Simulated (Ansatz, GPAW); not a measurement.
**How TiMn3P (model structure) absorbs and reflects light**

Aim: the dielectric function of TiMn3P (model structure), and the optical constants that follow from it. The structure is a model built here, which may or may not match a known phase. It was built so: All N replaced by P and Sn replaced by Ti in the Pm-3m structure of Mn3SnN. The cell is first relaxed with Ansatz.

Calculated with GPAW 26.7.0; DFT, revPBE, plane-wave PAW (GPAW data sets), scalar-relativistic, RPA, optical limit.

## (1) Starting point

Symmetry: Pm-3m, No. 221, cubic system. Conventional cell: a = 4.392 Å, b = 4.392 Å, c = 4.392 Å, α = 90.00°, β = 90.00°, γ = 90.00°. Nearest to Mn lie 2 P at 2.20 Å and 4 Ti at 3.11 Å and 8 Mn at 3.11 Å. Ti has 12 Mn at 3.11 Å nearest. Nearest to P lie 6 Mn at 2.20 Å. All N replaced by P and Sn replaced by Ti in the Pm-3m structure of Mn3SnN. Farther neighbours are not listed.

## (2) Relaxation

Spectra hang on bond lengths, so the cell is first brought to its minimum.

This step: DFT, revPBE, plane-wave PAW, default files, scalar-relativistic, relaxation (Ansatz 0.2.0).

input.yaml

```yaml
crystal:
  lattice:
    - [4.39218182, 0.0, 0.0]
    - [0.0, 4.39218182, 0.0]
    - [0.0, 0.0, 4.39218182]
  atoms:
    - { symbol: Mn, position: [0.5, 0.5, 0.0], spin: 4.0 }
    - { symbol: Mn, position: [0.5, 0.0, 0.5], spin: 4.0 }
    - { symbol: Mn, position: [0.0, 0.5, 0.5], spin: 4.0 }
    - { symbol: Ti, position: [0.0, 0.0, 0.0], spin: 1.0 }
    - { symbol: P, position: [0.5, 0.5, 0.5] }
magnetization:
  spin_polarized: true
kpoints:
  mp_grid: { grid: [5, 5, 5] }
scf:
  occupations: { method: fermi_dirac, width: 0.05 }
hamiltonian:
  xc: revpbe
output:
  forces: true
  stress: true
  write_density: true
  write_potential: true
  elf: true
  volumetric_format: npy
relax:
  f_tol: 0.02
  max_steps: 50
  cell: {}
```

The run is started by

```bash
> ansatz run input.yaml --threads 1 --pin off --max-ram 4096MiB --backend cpu --events-out ev --progress --plain --runs-dir out
```

Numbers of over 12 decimals in the logs are rounded to 6 here.

The log of the run:

```text
Engine: ansatz 0.2.0, aarch64-unknown-linux-gnu
Pseudopotentials: kind: paw
Pseudopotential: Mn, paw, valence charge 15, recommended cutoff 420 eV (normal), Mn.paw.azcp
Pseudopotential: Ti, paw, valence charge 12, recommended cutoff 420 eV (normal), Ti.paw.azcp
Pseudopotential: P, paw, valence charge 5, recommended cutoff 420 eV (normal), P.paw.azcp
Functional definition: revPBE
  parameter kappa = 1.245
  parameter beta = 0.066725
  exchange = pbe_x(kappa = kappa, mu = beta*pi^2/3)
  correlation = pbe_c(beta = beta)
Crystal: 5 atoms, lattice volume = 84.731 Å³
Basis set: ecut = 420 eV, 1647 PW (Γ), exchange–correlation on 60×60×60 points (8 copies of the dense FFT grid, shifted against one another)
Bands: 45, of which v1, the nominal top of the filled ones, is band 31 counted from 1 (30 counted from 0)
Symmetry: 48 space group operations
Space group: Pm-3m (ITA 221), of the structure as read, at distance tolerance 4.4e-5 Å
Magnetic group: BNS 221.92 (UNI 1594), of the structure as read, at distance tolerance 4.4e-5 Å
k-points: 10 of 125
Non-local potential: Mn, projectors of the file, l = 0: 3, l = 1: 2, l = 2: 3, l = 3: 1
Non-local potential: Ti, projectors of the file, l = 0: 3, l = 1: 2, l = 2: 3, l = 3: 1
Non-local potential: P, projectors of the file, l = 0: 2, l = 1: 2, l = 2: 2
PAW form: soft (Blöchl's): semilocal exchange-correlation on the pseudo side does not see the compensation charge
PAW frozen core: Mn, regenerated for the run's functional, and the local potential with it (the file was generated under x = pbe(κ = 0.804, μ = 0.219515), c = pbe(β = 0.066725))
PAW frozen core: Ti, regenerated for the run's functional, and the local potential with it (the file was generated under x = pbe(κ = 0.804, μ = 0.219515), c = pbe(β = 0.066725))
PAW frozen core: P, regenerated for the run's functional, and the local potential with it (the file was generated under x = pbe(κ = 0.804, μ = 0.219515), c = pbe(β = 0.066725))
PAW one-centre angular grid: Mn, 590 points (default); XC on 64 Gauss nodes
PAW one-centre angular grid: Ti, 590 points (default); XC on 64 Gauss nodes
PAW one-centre angular grid: P, 110 points (default); XC on 64 Gauss nodes
Initial density: superposition of atomic densities (chi_scale 0.1, normalization cell, long waves kept (reshape's long-wave potential 0.00 eV rms))
Starting moments: Σ|m| = 13 μB on 4 of 5 sites
Initial wavefunctions: pseudopotential atomic-orbital guess
Functional: x = revpbe(κ = 1.245, μ = 0.219515), c = pbe(β = 0.066725)
iter 1 solved again at ethr=2.27e-3 eV; its pass at ethr=3.10e-3 eV (dr2=1.41e0 eV) is discarded
SCF iter   1: F=—  HF=-14963.191769 eV  |F-HF|=—  |Δ(HF+E_count)|=         —  Δρ=3.32e-2 (↑3.32e-2 ↓2.91e-2)  dr2=1.43e0  dr2_m=5.76e-1  M=10.598 μB ∫|m|=11.045 μB  β_m=0.30  ethr=2.27e-3  ⟨swp⟩=1.1  Hψ=4493  notcnv=0
Mixer restart at iter 1: flushing history
preconditioner: auto → Kerker (q_TF=auto, 2.590 Å⁻¹)  [metal: Δε(μ)=0.041 eV  Ē_g=6.067 eV  σ=0.050 eV  W_gap=0.20  n_scr=26 (ndim 8)  ℏωp=22.1 eV  f_vac=0.000  D(μ)=7.81/eV (n_scr^D=92)]
spin=Collinear: Kerker preconditioning applied to the charge; magnetization (m = ρ↑ − ρ↓) channel mixes plain (no charge-response kernel on spin).
SCF iter   2: F=—  HF=-14964.009362 eV  |F-HF|=—  |Δ(HF+E_count)|=   8.18e-1  Δρ=2.71e-2 (↑2.66e-2 ↓2.71e-2)  dr2=9.88e-1  dr2_m=4.42e-1  M=10.191 μB ∫|m|=10.773 μB  β_m=0.51  ethr=2.27e-3  ⟨swp⟩=2.2  Hψ=1168  notcnv=0
SCF iter   3: F=—  HF=-14966.084719 eV  |F-HF|=—  |Δ(HF+E_count)|=    2.08e0  Δρ=2.00e-2 (↑2.00e-2 ↓1.58e-2)  dr2=9.63e-2  dr2_m=2.29e-1  M=8.830 μB ∫|m|=10.443 μB  β_m=0.75  ethr=1.59e-3  ⟨swp⟩=4.0  Hψ=1923  notcnv=0  defer=2
SCF iter   4: F=—  HF=-14966.833456 eV  |F-HF|=—  |Δ(HF+E_count)|=         —  Δρ=3.04e-2 (↑2.64e-2 ↓3.04e-2)  dr2=6.10e-2  dr2_m=6.05e-1  M=7.312 μB ∫|m|=11.254 μB  β_m=1.00  ethr=1.55e-4  ⟨swp⟩=3.1  Hψ=1957  notcnv=0  defer=56
Mixer restart at iter 4: flushing history
SCF iter   5: F=—  HF=-14966.734546 eV  |F-HF|=—  |Δ(HF+E_count)|=   9.89e-2  Δρ=1.19e-2 (↑1.19e-2 ↓1.11e-2)  dr2=3.29e-1  dr2_m=4.08e-2  M=6.938 μB ∫|m|=11.385 μB  β_m=0.75  ethr=8.06e-5  ⟨swp⟩=3.0  Hψ=1886  notcnv=0  defer=56
SCF iter   6: F=—  HF=-14966.758982 eV  |F-HF|=—  |Δ(HF+E_count)|=   2.44e-2  Δρ=1.16e-2 (↑1.16e-2 ↓2.93e-3)  dr2=8.99e-2  dr2_m=2.24e-2  M=7.156 μB ∫|m|=11.559 μB  β_m=0.62  ethr=8.06e-5  ⟨swp⟩=3.2  Hψ=1984  notcnv=0  defer=76
SCF iter   7: F=—  HF=-14966.731995 eV  |F-HF|=—  |Δ(HF+E_count)|=   2.70e-2  Δρ=1.94e-3 (↑1.94e-3 ↓1.66e-3)  dr2=1.49e-2  dr2_m=5.57e-4  M=7.032 μB ∫|m|=11.455 μB  β_m=0.65  ethr=8.06e-5  ⟨swp⟩=2.7  Hψ=1775  notcnv=0  defer=76
SCF iter   8: F=—  HF=-14966.729310 eV  |F-HF|=—  |Δ(HF+E_count)|=   2.69e-3  Δρ=1.04e-3 (↑6.96e-4 ↓1.04e-3)  dr2=1.19e-3  dr2_m=2.05e-4  M=7.055 μB ∫|m|=11.457 μB  β_m=0.82  ethr=2.40e-5  ⟨swp⟩=2.0  Hψ=1283  notcnv=0  defer=76
SCF iter   9: F=—  HF=-14966.730952 eV  |F-HF|=—  |Δ(HF+E_count)|=   1.64e-3  Δρ=6.80e-4 (↑1.96e-4 ↓6.80e-4)  dr2=4.74e-4  dr2_m=8.14e-5  M=7.050 μB ∫|m|=11.440 μB  β_m=0.91  ethr=1.92e-6  ⟨swp⟩=2.0  Hψ=1429  notcnv=0  defer=76
SCF iter  10: F=—  HF=-14966.731172 eV  |F-HF|=—  |Δ(HF+E_count)|=   2.21e-4  Δρ=2.92e-4 (↑1.86e-4 ↓2.92e-4)  dr2=1.76e-4  dr2_m=1.60e-5  M=7.041 μB ∫|m|=11.441 μB  β_m=0.96  ethr=7.64e-7  ⟨swp⟩=2.0  Hψ=1580  notcnv=0  defer=76
SCF iter  11: F=—  HF=-14966.731169 eV  |F-HF|=—  |Δ(HF+E_count)|=   3.69e-6  Δρ=8.78e-5 (↑5.38e-5 ↓8.78e-5)  dr2=1.57e-5  dr2_m=1.54e-6  M=7.043 μB ∫|m|=11.441 μB  β_m=0.98  ethr=2.83e-7  ⟨swp⟩=1.6  Hψ=954  notcnv=0  defer=76
SCF iter  12: F=—  HF=-14966.731178 eV  |F-HF|=—  |Δ(HF+E_count)|=   9.26e-6  Δρ=2.58e-5 (↑1.07e-5 ↓2.58e-5)  dr2=1.10e-6  dr2_m=1.36e-7  M=7.043 μB ∫|m|=11.441 μB  β_m=0.99  ethr=2.53e-8  ⟨swp⟩=2.0  Hψ=1111  notcnv=0  defer=76
SCF iter  13: F=—  HF=-14966.731178 eV  |F-HF|=—  |Δ(HF+E_count)|=   5.28e-8  Δρ=2.94e-6 (↑2.94e-6 ↓1.90e-6)  dr2=8.72e-9  dr2_m=2.88e-9  M=7.043 μB ∫|m|=11.440 μB  β_m=0.99  ethr=1.78e-9  ⟨swp⟩=2.0  Hψ=1211  notcnv=0  defer=76
SCF iter  14: F=-14966.731178 eV  HF=-14966.731178 eV  |F-HF|=7.49e-9  |Δ(HF+E_count)|=  8.00e-11  Δρ=1.70e-6 (↑1.70e-6 ↓1.26e-6)  dr2=8.04e-9  dr2_m=1.63e-10  M=7.043 μB ∫|m|=11.440 μB  ethr=1.41e-11  ⟨swp⟩=5.4  Hψ=4925  notcnv=0
SCF 1 converged in 14 iterations: F = -14966.731178 eV  dr2 = 8.04e-9
  greatest PAW one-centre occupation: 1.001 electrons in one spin orbital (limit 2), on the Mn atom at site 1 (counted from 0), in its partial waves of l = 1
[...]
SCF 3 converged in 10 iterations: F = -14966.791681 eV  dr2 = 4.39e-9
relax step   3: F+E_penalty+E_count = -14966.79168090 eV  Δ(F+E_penalty+E_count) = -1.468e-2 eV  max|allowed force component| = 1.578e-29 eV/Å  Δτ_max = 0.0000 Å  P = +1.163 GPa  Ω = 79.185 Å³  energy of the carried Pulay correction = +1.763e-3 eV  (10 SCF iters, dr2 threshold 5.00e-7 eV, accepted)
[...]
relax step   4: F+E_penalty+E_count = -14966.79485190 eV  Δ(F+E_penalty+E_count) = -3.171e-3 eV  max|allowed force component| = 3.668e-29 eV/Å  Δτ_max = 0.0000 Å  P = -0.088 GPa  Ω = 80.242 Å³  energy of the carried Pulay correction = +1.418e-3 eV  (9 SCF iters, dr2 threshold 5.00e-7 eV, accepted)
[...]
relax step   5: F+E_penalty+E_count = -14966.79489849 eV  Δ(F+E_penalty+E_count) = -4.659e-5 eV  max|allowed force component| = 1.403e-28 eV/Å  Δτ_max = 0.0000 Å  P = +0.000 GPa  Ω = 80.165 Å³  energy of the carried Pulay correction = +1.443e-3 eV  (8 SCF iters, dr2 threshold 1.96e-8 eV, accepted)
Initial wavefunctions: pseudopotential atomic-orbital guess (no wavefunctions were taken with the density)
iter 1 solved again at ethr=1.35e-7 eV; its pass at ethr=3.10e-3 eV (dr2=8.38e-5 eV) is discarded
SCF iter   1: F=—  HF=-14966.793381 eV  |F-HF|=—  |Δ(HF+E_count)|=         —  Δρ=7.69e-5 (↑7.69e-5 ↓7.52e-5)  dr2=1.00e-5  dr2_m=8.89e-7  M=6.663 μB ∫|m|=10.717 μB  β_m=0.65  ethr=1.35e-7  ⟨swp⟩=4.0  Hψ=6329  notcnv=0
SCF iter   2: F=—  HF=-14966.793382 eV  |F-HF|=—  |Δ(HF+E_count)|=   6.43e-7  Δρ=5.98e-5 (↑5.98e-5 ↓3.38e-5)  dr2=4.60e-6  dr2_m=3.41e-7  M=6.664 μB ∫|m|=10.718 μB  β_m=0.42  ethr=1.61e-8  ⟨swp⟩=2.0  Hψ=1188  notcnv=0
SCF iter   3: F=—  HF=-14966.793384 eV  |F-HF|=—  |Δ(HF+E_count)|=   2.72e-6  Δρ=2.62e-5 (↑2.62e-5 ↓1.99e-5)  dr2=3.92e-7  dr2_m=1.59e-7  M=6.663 μB ∫|m|=10.717 μB  β_m=0.45  ethr=7.42e-9  ⟨swp⟩=2.0  Hψ=1440  notcnv=0
SCF iter   4: F=—  HF=-14966.793386 eV  |F-HF|=—  |Δ(HF+E_count)|=   1.53e-6  Δρ=1.14e-5 (↑8.41e-6 ↓1.14e-5)  dr2=6.10e-8  dr2_m=4.29e-8  M=6.663 μB ∫|m|=10.717 μB  β_m=0.72  ethr=6.32e-10  ⟨swp⟩=1.9  Hψ=1061  notcnv=0
SCF iter   5: F=—  HF=-14966.793387 eV  |F-HF|=—  |Δ(HF+E_count)|=   1.60e-6  Δρ=8.57e-6 (↑6.33e-6 ↓8.57e-6)  dr2=1.09e-7  dr2_m=2.81e-8  M=6.663 μB ∫|m|=10.717 μB  β_m=0.72  ethr=9.84e-11  ⟨swp⟩=2.5  Hψ=1568  notcnv=0
SCF iter   6: F=—  HF=-14966.793388 eV  |F-HF|=—  |Δ(HF+E_count)|=   5.70e-7  Δρ=4.42e-6 (↑4.42e-6 ↓1.89e-6)  dr2=4.87e-9  dr2_m=6.63e-9  M=6.663 μB ∫|m|=10.717 μB  β_m=0.81  ethr=9.84e-11  ⟨swp⟩=2.9  Hψ=1610  notcnv=0
SCF iter   7: F=—  HF=-14966.793388 eV  |F-HF|=—  |Δ(HF+E_count)|=   3.34e-9  Δρ=1.67e-6 (↑1.67e-6 ↓7.40e-7)  dr2=3.04e-9  dr2_m=4.67e-10  M=6.663 μB ∫|m|=10.717 μB  β_m=0.91  ethr=7.85e-12  ⟨swp⟩=2.9  Hψ=1520  notcnv=0
SCF iter   8: F=—  HF=-14966.793388 eV  |F-HF|=—  |Δ(HF+E_count)|=   5.32e-9  Δρ=2.94e-7 (↑2.94e-7 ↓1.69e-7)  dr2=1.41e-10  dr2_m=2.06e-11  M=6.663 μB ∫|m|=10.717 μB  β_m=0.80  ethr=4.91e-12  ⟨swp⟩=2.5  Hψ=1583  notcnv=0
SCF iter   9: F=—  HF=-14966.793388 eV  |F-HF|=—  |Δ(HF+E_count)|=  8.91e-11  Δρ=1.25e-7 (↑1.18e-7 ↓1.25e-7)  dr2=1.56e-11  dr2_m=7.30e-12  M=6.663 μB ∫|m|=10.717 μB  β_m=0.83  ethr=1.00e-12  ⟨swp⟩=2.0  Hψ=1086  notcnv=0
SCF iter  10: F=-14966.793388 eV  HF=-14966.793388 eV  |F-HF|=1.09e-11  |Δ(HF+E_count)|=  3.64e-11  Δρ=5.60e-8 (↑4.00e-8 ↓5.60e-8)  dr2=6.57e-12  dr2_m=4.11e-13  M=6.663 μB ∫|m|=10.717 μB  ethr=1.00e-12  ⟨swp⟩=6.5  Hψ=4281  notcnv=0
the starting moments were not kept: 1 of 4 ended reversed and 3 kept their direction, counting a site from 0.1 μB. The largest reversed, site 3 (counted from 0, in the order of the report's site_moments_mub), started with +1.0 μB and closes at -1.4e0 μB in its sphere.
SCF 6 converged in 10 iterations: F = -14966.793388 eV  dr2 = 6.57e-12
  greatest PAW one-centre occupation: 1.001 electrons in one spin orbital (limit 2), on the Mn atom at site 0 (counted from 0), in its partial waves of l = 1
relax step   6: F+E_penalty+E_count = -14966.79338799 eV  Δ(F+E_penalty+E_count) = +1.511e-3 eV  max|allowed force component| = 1.323e-28 eV/Å  Δτ_max = 0.0000 Å  P = +0.007 GPa  Ω = 80.165 Å³  stress off target by 7.33e-3 GPa  SCF on the basis re-selected at this cell (its energy is not comparable with the rows above)  (10 SCF iters)
basis re-selected at this cell: Δ(F+E_penalty+E_count) = +1.511e-3 eV, ΔP = +0.007 GPa vs the last step (what re-selecting the basis moved, of the pressure what is left beyond the Pulay correction that the steps carried, after the strain that the cell walked since its last selection, with what the two solves' SCF thresholds leave and, on support functions, any second-order correction that the steps lacked; it is no m [...]
SCF converged after 10 iterations
Magnetization: 6.6629 μB (34.3315 up, 27.6685 down)
Absolute magnetization: 10.7168 μB (∫|ρ↑−ρ↓|, with the PAW one-centre terms)
Spin contamination: 1.3526 ħ² per cell (⟨S²⟩ above its minimum at these occupations)
Per-site moments (μB) at R_I (Å): [(2.625222, 0.889315), (2.625222, 0.889315), (2.625222, 0.889315), (-1.447287, 1.257682), (-0.093567, 0.889315)]
Free energy (F): -14966.793388 eV
Harris-Foulkes:  -14966.793388 eV  (|F-HF|=1.09e-11)
Internal energy: -14966.770082 eV  (E = F + TS)
E sigma→0 (E₀):  -14966.781735 eV
Entropy (-TS):   -0.023306 eV (-4.661 meV/atom)
Fermi energy:    12.619790 eV
--- Per-component energies (eV) ---
  E_band       = -958.448158
  E_kinetic    = 1258.428705
  E_local      = -7440.965913  (includes V_loc(G=0)·N_el)
  E_nonlocal   = 774.604301
  E_hartree    = 3076.090752
  E_xc         = -499.405699
  E_vxc        = -617.342206  (∫ρ·V_xc dr)
  E_paw        = -5540.365188  (= ΣΔE_a)
  E_vpaw       = -1085.354878  (= ΣTr[D̂ρ^β])
  E_aug_tail   = 0.000113  (compensation charges beyond the density's cutoff)
  E_ewald      = -6594.989332
  E_core_change = -0.167821  (= ΣΔE_core)
  E_smearing   = -0.023306  (= −TS)
  E_closure    = 0.000000  (closes the sum)
  Σ components = -14966.793388   (vs F -14966.793388, Δ=0.00e0)
--- Forces (eV/Å), atoms counted from 1 ---
  atom   1  Mn     0.00000000     0.00000000     0.00000000
  atom   2  Mn    -0.00000000     0.00000000     0.00000000
  atom   3  Mn     0.00000000    -0.00000000     0.00000000
  atom   4  Ti     0.00000000     0.00000000    -0.00000000
  atom   5  P     -0.00000000     0.00000000     0.00000000
  max |Σ_I F_I| component: 1.71e-28 eV/Å
--- Stress (GPa, compression-positive) ---
        0.007330       0.000000      -0.000000
        0.000000       0.007330      -0.000000
       -0.000000      -0.000000       0.007330
  P = ⅓ Tr σ = 0.0073 GPa (0.073 kbar)
--- Band table (eV; the first three rows and the last of 20) ---
  k-point 0 ↑: bands = [... 27 lower, 10.6381, 10.9583, 10.9583, 10.9583, 11.7248, 11.7776, 11.7776, 11.7776, ... 10 higher]
  k-point 1 ↑: bands = [... 27 lower, 10.8790, 11.0284, 11.0284, 11.0879, 11.6123, 11.7779, 12.0195, 12.0195, ... 10 higher]
  k-point 2 ↑: bands = [... 27 lower, 10.7337, 10.9026, 11.1302, 11.1302, 11.3331, 11.7782, 12.4562, 12.4562, ... 10 higher]
  k-point 9 ↓: bands = [... 27 lower, 12.8445, 12.8445, 13.1816, 13.1816, 13.3386, 14.1181, 14.1757, 14.1757, ... 10 higher]
--- Relaxed structure (5 steps of the walk, 5 accepted, 1 SCFs on fresh bases) ---
  F+E_penalty+E_count = -14966.79338799 eV   max|allowed force component| = 1.323e-28 eV/Å   (the final SCF, on the basis selected at the relaxed cell)
  cell:  # Å, volume = 80.1651 Å³
    - [4.311831, 0, 0]
    - [0, 4.311831, 0]
    - [0, 0, 4.311831]
  atoms:
    - { symbol: Mn, position: [0.500000, 0.500000, 0] }
    - { symbol: Mn, position: [0.500000, 0, 0.500000] }
    - { symbol: Mn, position: [0, 0.500000, 0.500000] }
    - { symbol: Ti, position: [0, 0, 0] }
    - { symbol: P, position: [0.500000, 0.500000, 0.500000] }
```

The job ended after 40 s (1 thread of Arm Neoverse V2, shared host; peak memory 0.41 GiB).

Step by step:

| step | energy less that of the first step (eV) | largest force component (eV/Å) | pressure (GPa) | volume (Å³) |
| --- | --- | --- | --- | --- |
| 1 | 0.0000 | 0.0000 | -3.84 | 84.73 |
| 2 | -0.0458 | 0.0000 | -2.31 | 82.43 |
| 3 | -0.0605 | 0.0000 | 1.16 | 79.19 |
| 4 | -0.0637 | 0.0000 | -0.09 | 80.24 |
| 5 | -0.0637 | 0.0000 | 0.00 | 80.17 |
| 6* | -0.0622 | 0.0000 | 0.01 | 80.17 |

Relaxation steps marked * repeat the geometry before them on a plane-wave basis chosen anew for their cell, so energy and pressure can jump there.

Forces are held to the 48 operations that the run works with; a distortion that breaks them can't arise in this run.

| conventional cell, symmetrised | before | after | change |
| --- | --- | --- | --- |
| a (Å) | 4.392 | 4.312 | -1.8 % |
| b (Å) | 4.392 | 4.312 | -1.8 % |
| c (Å) | 4.392 | 4.312 | -1.8 % |
| volume (Å³/atom) | 16.95 | 16.03 | -5.4 % |

Final coordinates:

```xyz
5
Lattice="4.3118 0.0000 0.0000 0.0000 4.3118 0.0000 0.0000 0.0000 4.3118" Properties=species:S:1:pos:R:3 pbc="T T T"
Mn    2.1559    2.1559    0.0000
Mn    2.1559    0.0000    2.1559
Mn    0.0000    2.1559    2.1559
Ti    0.0000    0.0000    0.0000
P     2.1559    2.1559    2.1559
```

The relaxation ends with a pressure of 0.01 GPa.

[end of part 1 of 3]

[Machine, clock and banner lines and Python warnings are left out of the logs.]

[Logs are printed without paths, hosts, clocks, repeated set-up lines and the standing remarks that a program may print on its own settings, such as how far it seeks lower states.]

[Hosts, paths, dates, database ids (printed as entryN), source tags and the programs' standing remarks are cut or masked in the printed files.]
